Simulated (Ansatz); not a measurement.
**Bands, cutoff and cost in G0W0 for TiO2 (Rutile)**

Aim: see how the G0W0 gap of TiO2 (Rutile) on PBE moves with empty bands and screening cutoff, and what each rung costs.

Program: Ansatz 0.2.0. Level of theory: G0W0 on PBE, plane waves, PAW. Results are calculated unless marked as measured.

Report form: the programs' logs are mostly left out.

## 1. Set-up

The structure is tetragonal, space group P4_2/mnm (No. 136). Conventional cell: a = 4.592 Å, b = 4.592 Å, c = 2.957 Å, α = 90.00°, β = 90.00°, γ = 90.00°. Nearest to Ti lie 6 O at 1.95 to 1.98 Å. Nearest to O lie 3 Ti at 1.95 to 1.98 Å. Farther neighbours and most contacts between anions are not listed.

Structure file:

```cif
data_structure
_symmetry_space_group_name_H-M 'P4_2/mnm'
_symmetry_Int_Tables_number 136
_cell_length_a 4.5922
_cell_length_b 4.5922
_cell_length_c 2.9574
_cell_angle_alpha 90.000
_cell_angle_beta 90.000
_cell_angle_gamma 90.000
_cell_volume 62.37
loop_
_atom_site_label
_atom_site_type_symbol
_atom_site_symmetry_multiplicity
_atom_site_Wyckoff_symbol
_atom_site_fract_x
_atom_site_fract_y
_atom_site_fract_z
_atom_site_occupancy
Ti1 Ti 2 a 0.00000 0.00000 0.00000 1
O1 O 4 f 0.30496 0.30496 0.00000 1
```

The cell and positions come from the Crystallography Open Database and are kept as given unless a step says otherwise.

## 2. 163 empty bands, screening to 110 eV

Now the one-shot GW correction: screening in the RPA, then the self-energy of the levels asked for. This step takes hard PAW files.

input.yaml reads:

```yaml
crystal:
  lattice:
    - [4.5922, 0.0, 0.0]
    - [0.0, 4.5922, 0.0]
    - [0.0, 0.0, 2.9574]
  atoms:
    - { symbol: Ti, position: [0.0, 0.0, 0.0] }
    - { symbol: Ti, position: [0.5, 0.5, 0.5] }
    - { symbol: O, position: [0.30496, 0.30496, 0.0] }
    - { symbol: O, position: [0.19504, 0.80496, 0.5] }
    - { symbol: O, position: [0.69504, 0.69504, 0.0] }
    - { symbol: O, position: [0.80496, 0.19504, 0.5] }
kpoints:
  mp_grid: { grid: [4, 4, 6] }
hamiltonian:
  xc: pbe
  pseudopotentials: { kind: paw, source: ansatz }
scf:
  occupations: { method: fixed }
gw:
  n_empty_bands: 163
  ecut_chi: 110.0
  qp_bands: [v2, c2]
  qp_kpoints: band_edges
  screening: { model: contour_deformation }
```

On the command line:

```sh
$ ansatz run input.yaml --threads 4 --pin off --max-ram 138240MiB --backend cuda --events-out ev --progress --plain --runs-dir out --devices 1 --max-vram 26GiB
```

Run time: 17 s. Hardware: 1 × NVIDIA H100 80GB HBM3 (shared by 3 runs) with 4 threads of AMD EPYC 7R13 (Zen 3), shared host; peak memory 1.5 GiB; 31 s of CPU time.

This step gave:

* bands summed: 187
* RPA ε∞ on this mesh (eigenvalues): 7.191, 7.191, 8.618
* plane waves in the screening matrix: 177
* q-points in the mesh: 96
* G0W0 gap on the mesh: 3.239 eV
* k of the valence top: 0, 0, 0
* k of the conduction bottom: 0, -0.5, -0.5
* starting gap on the mesh: 1.891 eV
* Z at the valence top: 0.7075
* Z at the conduction bottom: 0.7186
* least direct G0W0 gap on the computed points: 3.302 eV

The gap on the mesh goes from 1.89 eV to 3.24 eV, a correction of +1.35 eV, though a band edge has moved to another state.

## 3. 370 empty bands, screening to 190 eV

Bands and screening cutoff are moved together, since each hides the error of the other.

Changes to input.yaml since step 2:

```diff
@@ -20,4 +20,4 @@
 gw:
-  n_empty_bands: 163
-  ecut_chi: 110.0
+  n_empty_bands: 370
+  ecut_chi: 190.0
   qp_bands: [v2, c2]
```

Elapsed: 38 s, on 1 × NVIDIA H100 80GB HBM3 (shared by 3 runs) with 4 threads; peak memory 2.3 GiB.

Numbers from this step:

* bands summed: 394
* RPA ε∞ on this mesh (eigenvalues): 7.165, 7.165, 8.590
* plane waves in the screening matrix: 351
* q-points in the mesh: 96
* G0W0 gap on the mesh: 3.269 eV
* k of the valence top: 0, 0, 0
* k of the conduction bottom: 0, -0.5, -0.5
* starting gap on the mesh: 1.891 eV
* Z at the valence top: 0.7012
* Z at the conduction bottom: 0.7147
* least direct G0W0 gap on the computed points: 3.325 eV

Against the run with 4×4×6 mesh, 163 empty bands, screening to 110 eV, hard PAW files, the gap moves by +0.03 eV.

## 4. 628 empty bands, screening to 270 eV

Changes to input.yaml since step 3:

```diff
@@ -20,4 +20,4 @@
 gw:
-  n_empty_bands: 370
-  ecut_chi: 190.0
+  n_empty_bands: 628
+  ecut_chi: 270.0
   qp_bands: [v2, c2]
```

Run time: 72 s. Hardware: 1 × NVIDIA H100 80GB HBM3 (shared by 3 runs) with 4 threads; peak memory 3.6 GiB.

Numbers from this step:

```
bands summed                                 : 652
RPA ε∞ on this mesh (eigenvalues)            : 7.152, 7.152, 8.576
plane waves in the screening matrix          : 615
G0W0 gap on the mesh                         : 3.300 eV
k of the valence top                         : 0, 0, 0
k of the conduction bottom                   : 0, -0.5, -0.5
starting gap on the mesh                     : 1.891 eV
least direct G0W0 gap on the computed points : 3.355 eV
```

Against the run with 4×4×6 mesh, 370 empty bands, screening to 190 eV, hard PAW files, the gap moves by +0.03 eV.

## 5. 1049 empty bands, screening to 380 eV

Changes to input.yaml since step 4:

```diff
@@ -20,4 +20,4 @@
 gw:
-  n_empty_bands: 628
-  ecut_chi: 270.0
+  n_empty_bands: 1049
+  ecut_chi: 380
   qp_bands: [v2, c2]
```

Wall time 2.9 min (1 × NVIDIA H100 80GB HBM3 (shared by 3 runs) with 4 threads); peak memory 6.6 GiB.

Numbers from this step:

* bands summed: 1073
* RPA ε∞ on this mesh (eigenvalues): 7.148, 7.148, 8.572
* plane waves in the screening matrix: 1057
* G0W0 gap on the mesh: 3.324 eV
* k of the valence top: 0, 0, 0
* k of the conduction bottom: 0, -0.5, -0.5
* starting gap on the mesh: 1.891 eV
* least direct G0W0 gap on the computed points: 3.377 eV

Against the run with 4×4×6 mesh, 628 empty bands, screening to 270 eV, hard PAW files, the gap moves by +0.02 eV.

## 6. Changing the k mesh: 6×6×10 mesh, 163 empty bands, screening to 110 eV, hard PAW files

A second mesh at equal bands and cutoff isolates the sampling error. Bands and cutoff differ from the step before, so it is read against an earlier run that matches them.

Changes to input.yaml since step 5:

```diff
@@ -13,3 +13,3 @@
 kpoints:
-  mp_grid: { grid: [4, 4, 6] }
+  mp_grid: { grid: [6, 6, 10] }
 hamiltonian:
@@ -20,4 +20,4 @@
 gw:
-  n_empty_bands: 1049
-  ecut_chi: 380
+  n_empty_bands: 163
+  ecut_chi: 110.0
   qp_bands: [v2, c2]
```

Elapsed: 3.3 min, on 1 × NVIDIA H100 80GB HBM3 (shared by 3 runs) with 4 threads; peak memory 2.3 GiB.

This step gave:

* bands summed: 187
* RPA ε∞ on this mesh (eigenvalues): 7.126, 7.126, 8.525
* plane waves in the screening matrix: 177
* G0W0 gap on the mesh: 3.242 eV
* k of the valence top: 0, 0, 0
* k of the conduction bottom: 0, -0.5, -0.5
* starting gap on the mesh: 1.892 eV
* least direct G0W0 gap on the computed points: 3.304 eV

Against the run with 4×4×6 mesh, 163 empty bands, screening to 110 eV, hard PAW files, the gap moves by +0.003 eV.

## 7. The runs together

Times are wall times on 1 × NVIDIA H100 80GB HBM3 (shared by 3 runs) with 4 threads of AMD EPYC 7R13 (Zen 3), shared host, good to a factor of about two.

| mesh | files | frequency | bands summed | cutoff (eV) | start (eV) | G0W0 (eV) | time | host memory (GiB) |
| --- | --- | --- | --- | --- | --- | --- | --- | --- |
| 4×4×6 | hard PAW | contour deformation | 187 | 110 | 1.891 | 3.239 | 17 s | 1.5 |
| 4×4×6 | hard PAW | contour deformation | 394 | 190 | 1.891 | 3.269 | 38 s | 2.3 |
| 4×4×6 | hard PAW | contour deformation | 652 | 270 | 1.891 | 3.300 | 72 s | 3.6 |
| 4×4×6 | hard PAW | contour deformation | 1073 | 380 | 1.891 | 3.324 | 2.9 min | 6.6 |
| 6×6×10 | hard PAW | contour deformation | 187 | 110 | 1.892 | 3.242 | 3.3 min | 2.3 |

The parts of the quasiparticle energy at the two band edges (eV; QP = start + Σx + Σc − Vxc):

| run | edge | start | Σx | Σc | Vxc | Z | QP |
| --- | --- | --- | --- | --- | --- | --- | --- |
| 187 bands | valence top | 9.07 | -26.11 | 4.71 | -21.33 | 0.71 | 8.99 |
| 187 bands | conduction bottom | 11.00 | -13.12 | -6.84 | -21.19 | 0.72 | 12.23 |
| 394 bands | valence top | 9.07 | -26.11 | 4.42 | -21.33 | 0.70 | 8.71 |
| 394 bands | conduction bottom | 11.00 | -13.12 | -7.10 | -21.19 | 0.71 | 11.97 |
| 652 bands | valence top | 9.07 | -26.11 | 4.25 | -21.33 | 0.70 | 8.54 |
| 652 bands | conduction bottom | 11.00 | -13.12 | -7.23 | -21.19 | 0.71 | 11.84 |
| 1073 bands | valence top | 9.07 | -26.11 | 4.13 | -21.33 | 0.70 | 8.42 |
| 1073 bands | conduction bottom | 11.00 | -13.12 | -7.32 | -21.19 | 0.71 | 11.75 |

 Where G0W0 reorders the edges (187 bands, 394 bands, 652 bands and 1073 bands), the two states listed lie further apart at the start than the starting gap.

## 8. What came out

```
187 bands, 110 eV                   : 3.239 eV
394 bands, 190 eV                   : 3.269 eV
652 bands, 270 eV                   : 3.300 eV
1073 bands, 380 eV                  : 3.324 eV
estimated limit in bands and cutoff : 3.36 eV
mesh and start                      : 4×4×6, PBE
```

What this shows: A line in one over the bands through the two highest rungs gives 3.36 eV, +0.04 eV from the top rung; the pair below gives 3.35 eV, in fair agreement. The rungs stand 0.12 eV (187 bands), 0.09 eV (394 bands), 0.06 eV (652 bands) and 0.04 eV (1073 bands) from it. From 187 to 1073 bands the gap moves by +0.08 eV while the time grows 10-fold. Σc changes by −0.57 eV at the valence top and −0.49 eV at the conduction bottom, so the levels themselves move more than the gap between them. On the 6×6×10 mesh in place of 4×4×6 the gap differs by +0.003 eV, of which +0.001 eV is already in the start. The cheapest rung within 0.1 eV of this estimate is that with 394 bands (38 s). Gaps are over the mesh's points; an edge off the mesh would be missed.

[Paths, hosts, dates, memory and timing lines, banners, echoed tables and standing remarks are left out of the program output.]

[Logs are printed without paths, hosts, clocks, repeated set-up lines and the standing remarks that a program may print on its own settings, such as how far it seeks lower states.]

[Runs of the session that timed out or met a known fault of the program may be left out.]

[Cells called generated may have been cut or substituted from an entry of the Crystallography Open Database or the Materials Project.]

[Hosts, paths, dates, database ids (printed as entryN), source tags and the programs' standing remarks are cut or masked in the printed files.]
